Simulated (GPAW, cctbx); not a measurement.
# How far are the atoms of Rb2VAgCl6 from free atoms?

Aim: compute the bonding part of the density of Rb2VAgCl6, find which reflections carry it, and see how it biases an ordinary refinement.

The start was made by putting kin elements into a known structure type; the compound need not exist, or be stable, in this form. All numbers below are calculated.

### 1. Relax the structure

The density hangs on the geometry, so cell and atoms are relaxed first, with the symmetry held. The cutoff is set higher than for the density because stress converges slowly with plane waves.

Settings: GPAW 26.7.0, PBE, 570 eV, 3×3×3 k-points, Fermi–Dirac width 0.05 eV, spin-polarised, BFGS to 0.03 eV/Å.

```text
cell
1.0
     0.000000000    5.362500000    5.362500000
     5.362500000    0.000000000    5.362500000
     5.362500000    5.362500000    0.000000000
Ag Rb V Cl
1 2 1 6
Direct
0.500000000 0.500000000 0.500000000
0.250000000 0.250000000 0.250000000
0.750000000 0.750000000 0.750000000
0.000000000 0.000000000 0.000000000
0.777100000 0.777100000 0.222900000
0.777100000 0.222900000 0.777100000
0.222900000 0.777100000 0.222900000
0.222900000 0.777100000 0.777100000
0.222900000 0.222900000 0.777100000
0.777100000 0.222900000 0.222900000
```

```console
$ OMP_NUM_THREADS=1 mpirun -n 4 gpaw python run.py > gpaw.log
```

```text
BFGS:    0      -37.596692        0.526069
BFGS:    1      -37.622020        0.458207
BFGS:    2      -37.746564        0.458010
BFGS:    3      -37.759643        0.468375
...
BFGS:    6      -37.927905        0.421391
BFGS:    7      -37.988996        0.170136
BFGS:    8      -37.998003        0.010054
cell  7.2560 7.2560 7.2560  60.00 60.00 60.00
volume 270.137 A^3, largest force 0.001 eV/A, largest stress 0.06 GPa
```

The cell moved far, while the k-mesh and basis were chosen for the start, so the final shape may be somewhat biased.

After 8 steps the volume has changed by -12.4 % and the energy by -0.401 eV; the largest stress left is 0.06 GPa. It took 6.3 min on 4 cores of Arm Neoverse V1 (shared host), peak memory 2 GiB.

Relaxed structure: Fm-3m (no. 225), a = 10.2616 Å, b = 10.2616 Å, c = 10.2616 Å, α = 90.00°, β = 90.00°, γ = 90.00°.

| atom | mult. | x | y | z |
| --- | --- | --- | --- | --- |
| Ag1 | 4 | 1/2 | 0 | 0 |
| Rb1 | 8 | 1/4 | 3/4 | 3/4 |
| V1 | 4 | 0 | 0 | 0 |
| Cl1 | 24 | 0 | 0 | 0.7657 |

### 2. Density and charge transfer

X-rays see the whole electron density, so the PAW density is rebuilt with its core regions. Subtracting spherical free atoms from the same code cancels the cores and leaves the deformation density Δρ, the part due to bonding.

Settings: PBE, 450 eV, 3×3×3 k-points, Fermi–Dirac width 0.05 eV, spin-polarised; primitive cell of 10 atoms.

```console
$ OMP_NUM_THREADS=1 mpirun -n 4 gpaw python run.py > gpaw.log
```

```text
|iter:   1|       0s |  -38.475767 | +0.02 |       |  +2.0050|
|iter:   2|       3s |  -38.353992 | -1.32 | -1.32 |  +2.0047|
|iter:   3|       5s |  -37.905666 | -0.98 | -1.36 |  +2.0022|
...
|iter:  10|      20s |  -37.839983c| -6.62 | -4.13c|  +2.0000|
|iter:  11|      22s |  -37.839984c| -7.17 | -4.51c|  +2.0000|
|iter:  12|      24s |  -37.839984c| -7.88c| -5.11c|  +2.0000|
```

```text
grid (72, 72, 72)  electrons 246.000  moved by bonding 1.632 e
deformation density beyond 0.5 A of the nuclei: max 0.237, min -0.398 e/A^3
atom        x       y       z   Voronoi charge  moment
Ag1    0.5000  0.5000  0.5000      0.312      -0.01
Rb2    0.2500  0.2500  0.2500      0.220       0.00
Rb3    0.7500  0.7500  0.7500      0.220       0.00
V 4    0.0000  0.0000  0.0000      0.183       1.82
Cl5    0.7657  0.7657  0.2343     -0.156      -0.01
Cl6    0.7657  0.2343  0.7657     -0.156      -0.01
Cl7    0.2343  0.7657  0.2343     -0.156      -0.01
Cl8    0.2343  0.7657  0.7657     -0.156      -0.01
Cl9    0.2343  0.2343  0.7657     -0.156      -0.01
Cl10   0.7657  0.2343  0.2343     -0.156      -0.01
mean inner potential of superposed free atoms 12.080 V
total magnetic moment 2.000 muB
```

Deformation density in a plane through the shortest contact of the V atom at the origin, in 0.01 e/Å³ (clipped at ±99); x from -1.6 to 4.0 Å, y from 2.4 down to -2.4 Å:

```text
  0   2   4   2   .   .   4   3   1   0  -1  -1  -1  -1   0   2
  0   1   2   0   .  -3   2   2   0  -1  -1  -1  -1  -1   0   1
 -1   0   1   5   8   7   3   1  -1  -1   0   0   0   0   0   0
  0  -1   0   3   6   5   1  -1  -1   0   1   2   1   0   0  -1
  2   0  -2  -3  -7  -4  -3  -1   1   2   3   5   3   1   0  -1
  6   4  -3   6   .   2  -1   0   6   3  -2   .  -1   1   1  -1
  8   6  -6 -46   .   . -18   0   9   2   .   .  -8   0   1  -1
  6   4  -3   6   .   2  -1   0   6   3  -2   .  -1   1   1  -1
  2   0  -2  -3  -7  -4  -3  -1   1   2   3   5   3   1   0  -1
  0  -1   0   3   6   5   1  -1  -1   0   1   2   1   0   0  -1
 -1   0   2   5   8   7   3   1  -1  -1   0   0   0   0   0   0
  0   1   2   0   .  -3   2   2   0  -1  -1  -1  -1  -1   0   1
  0   2   4   2   .   .   4   3   1   0  -1  -1  -1  -1   0   2
```

Atoms in or within 0.15 Å of the plane: V (0.0, 0.0), Cl (2.4, 0.0), Cl (0.0, 2.4), Cl (0.0, -2.4) Å. Dots mark points within about 0.45 Å of a nucleus; large values next to them are atomic features.

Cl gains most (-0.16 e) and Ag loses most (+0.31 e); Cl is the most electronegative element, but the order of the others doesn't follow electronegativity. Such charges fall far short of formal ones, since overlapping free atoms already put density on their neighbours. Along the shortest contact from the V atom at the map's origin, V–Cl at 2.40 Å, Δρ is +0.06 e/Å³ at the midpoint and highest, +0.09, 1.44 Å from V (points within 0.5 Å of a nucleus left out): little sits at the middle, as in a polar contact, whose build-up shifts to the more electronegative atom. At the midpoints of other shortest contacts it is 0.00 (Ag–Cl, 2.73 Å) e/Å³. Point values carry grid noise of about 0.01 e/Å³. The cell's moment is 2.00 μB; the largest inside an atomic sphere is 1.82 μB. The run needed 12 iterations, 35 s.

### 3. Structure factors

The Fourier components of Δρ, added to those of the free atoms, give the static X-ray structure factors; the Mott–Bethe relation turns them into the Fourier components V of the potential that fast electrons feel.

```text
static structure factors of the conventional cell: F in electrons, V (Mott-Bethe) in volts
   h  k  l      d  |F| table  |F| free   |F| DFT   change   |V| free  |V| DFT  change %
   1  1  1  5.9245    57.672    57.536    56.630   -0.906     0.252    0.117    -53.5
   0  2  0  5.1308   111.400   111.207   112.039    0.832     1.276    1.183     -7.3
   0  2  2  3.6280   394.042   393.900   392.226   -1.674     2.868    2.962      3.3
   1  3  1  3.0940    98.819    98.746    98.646   -0.100     0.411    0.415      1.0
   2  2  2  2.9623   319.601   320.298   323.338    3.040     3.566    3.453     -3.2
   0  4  0  2.5654   743.381   743.224   744.892    1.669     6.430    6.384     -0.7
   1  3  3  2.3542   128.244   128.308   128.824    0.516     0.789    0.777     -1.5
   0  4  2  2.2946    72.187    71.696    71.902    0.206     0.905    0.900     -0.5
   2  4  2  2.0946   337.008   336.378   336.719    0.341     1.832    1.826     -0.3
   1  5  1  1.9748    21.953    21.842    21.708   -0.134     0.281    0.278     -0.8
   3  3  3  1.9748   152.405   152.556   153.284    0.728     1.032    1.020     -1.2
   0  4  4  1.8140   631.541   631.704   630.880   -0.824     4.626    4.638      0.2
   1  5  3  1.7345    52.815    52.769    53.034    0.265     0.065    0.062     -5.2
   2  4  4  1.7103    51.996    51.795    51.436   -0.359     0.620    0.624      0.7
```

The largest X-ray change is +3.04 e on 222, 0.9 % of |F|. For electrons V goes as (Z − F)/g², so a change of F counts against Z − F, which is small at low angle and wherever the atoms' terms cancel: |V| of 111 moves by -53.5 % (0.25 to 0.12 V) against -1.6 % in |F|. These compare absolute values; so weak a component may also change sign. The tabulated Hartree–Fock atoms differ from the free DFT atoms by up to 0.70 e, so the choice of reference atom matters too.

### 4. Which functional?

The same geometry is run with other functionals, to see whether the bonding signal is larger than the spread between approximations. Free atoms are LDA for LDA and PBE otherwise; meta-GGAs and hybrids keep PBE cores. Any other changed setting is in the row's label.

```csv
run,ΔF 222 (e),ΔF 022 (e),ΔF 040 (e),q(Cl) (e),moved (e),time
PBE,+3.040,-1.674,+1.669,-0.156,1.632,35 s
LDA,+2.550,-1.583,+1.174,-0.144,1.451,30 s
r2SCAN,+3.111,-1.815,+1.775,-0.174,1.845,80 s
```

At the base's settings ΔF(222) spans +2.550 to +3.111 e, a spread of 18 % of the PBE value; over the three listed reflections the spread is at most 36 %, so the sign holds and the size hangs on the functional. Times are from shared hosts.

### 5. Refining ordinary atoms against data with bonding

Routine crystallography fits spherical atoms. To see the bias, intensities are simulated from tabulated atoms plus the DFT change ΔF, so that bonding alone can misfit (17572 reflections of the full sphere, merged to the counts below, to 0.4 Å, 0.5 % proportional noise plus counting noise, assumed isotropic U as listed, Δρ smeared by the mean U) and refined with cctbx over different ranges.

| range | data | R1 | GooF | U Ag1 (true 0.0083) | U Rb1 (true 0.0091) | U V1 (true 0.0108) | U Cl1 (true 0.0119) | largest shift (Å) | Δρ max, min (e/Å³) |
| --- | --- | --- | --- | --- | --- | --- | --- | --- | --- |
| all data | 501 | 0.0043 | 1.07 | 0.0083 | 0.0091 | 0.0108 | 0.0119 | 0.0000 | 0.29, -0.29 |
| low resolution, d > 0.84 | 74 | 0.0033 | 1.52 | 0.0083 | 0.0091 | 0.0109 | 0.0119 | 0.0000 | 0.13, -0.06 |
| high order, d < 0.75 | 403 | 0.0052 | 0.99 | 0.0083 | 0.0091 | 0.0108 | 0.0119 | 0.0001 | 0.22, -0.22 |
| occupancies free, d > 0.7 | 115 | 0.0031 | 1.32 | 0.0083 | 0.0091 | 0.0108 | 0.0120 | 0.0001 | 0.13, -0.13 |

With all data GooF is 1.07, diluted by the many high-angle data; the misfit shows at low resolution; the top residual peak lies 1.15 Å from Cl and 1.25 Å from V, between them. No U is off by more than 3 s.u. at low resolution. With Ag1 held at 1 and the scale free, the other occupancies refine to Rb1 0.998(0.001), V1 0.998(0.002) and Cl1 1.001(0.002), within three s.u. of full.

### 6. Answer

Bonding moves 1.63 e in the primitive cell of Rb2VAgCl6 and changes the structure factors of the conventional cell in the table above by at most 3.04 e (222, 0.9 %), and among reflections above 2 % of the strongest by up to 1.6 % (111). The shortest bond, V–Cl, has Δρ = +0.06 e/Å³ at its midpoint, low for a shared bond; with the charge transfer this is a polar contact. At the base's settings ΔF(222) spans +2.550 to +3.111 e, a spread of 18 % of the PBE value; over the three listed reflections the spread is at most 36 %, so the sign holds and the size hangs on the functional. With all data GooF is 1.07, diluted by the many high-angle data. Limits: static density, frozen cores, no spin–orbit coupling; a ferromagnetic start is the only order tried, and the real ground state may be antiferromagnetic or insulating; no Hubbard U on V.

[Outputs are excerpts: Python notices, other lines and further rows are left out; steps that failed or that the build refused (PBEsol, TPSS) are not shown.]

[Logs are printed without paths, hosts, clocks, repeated set-up lines and the standing remarks that a program may print on its own settings, such as how far it seeks lower states.]
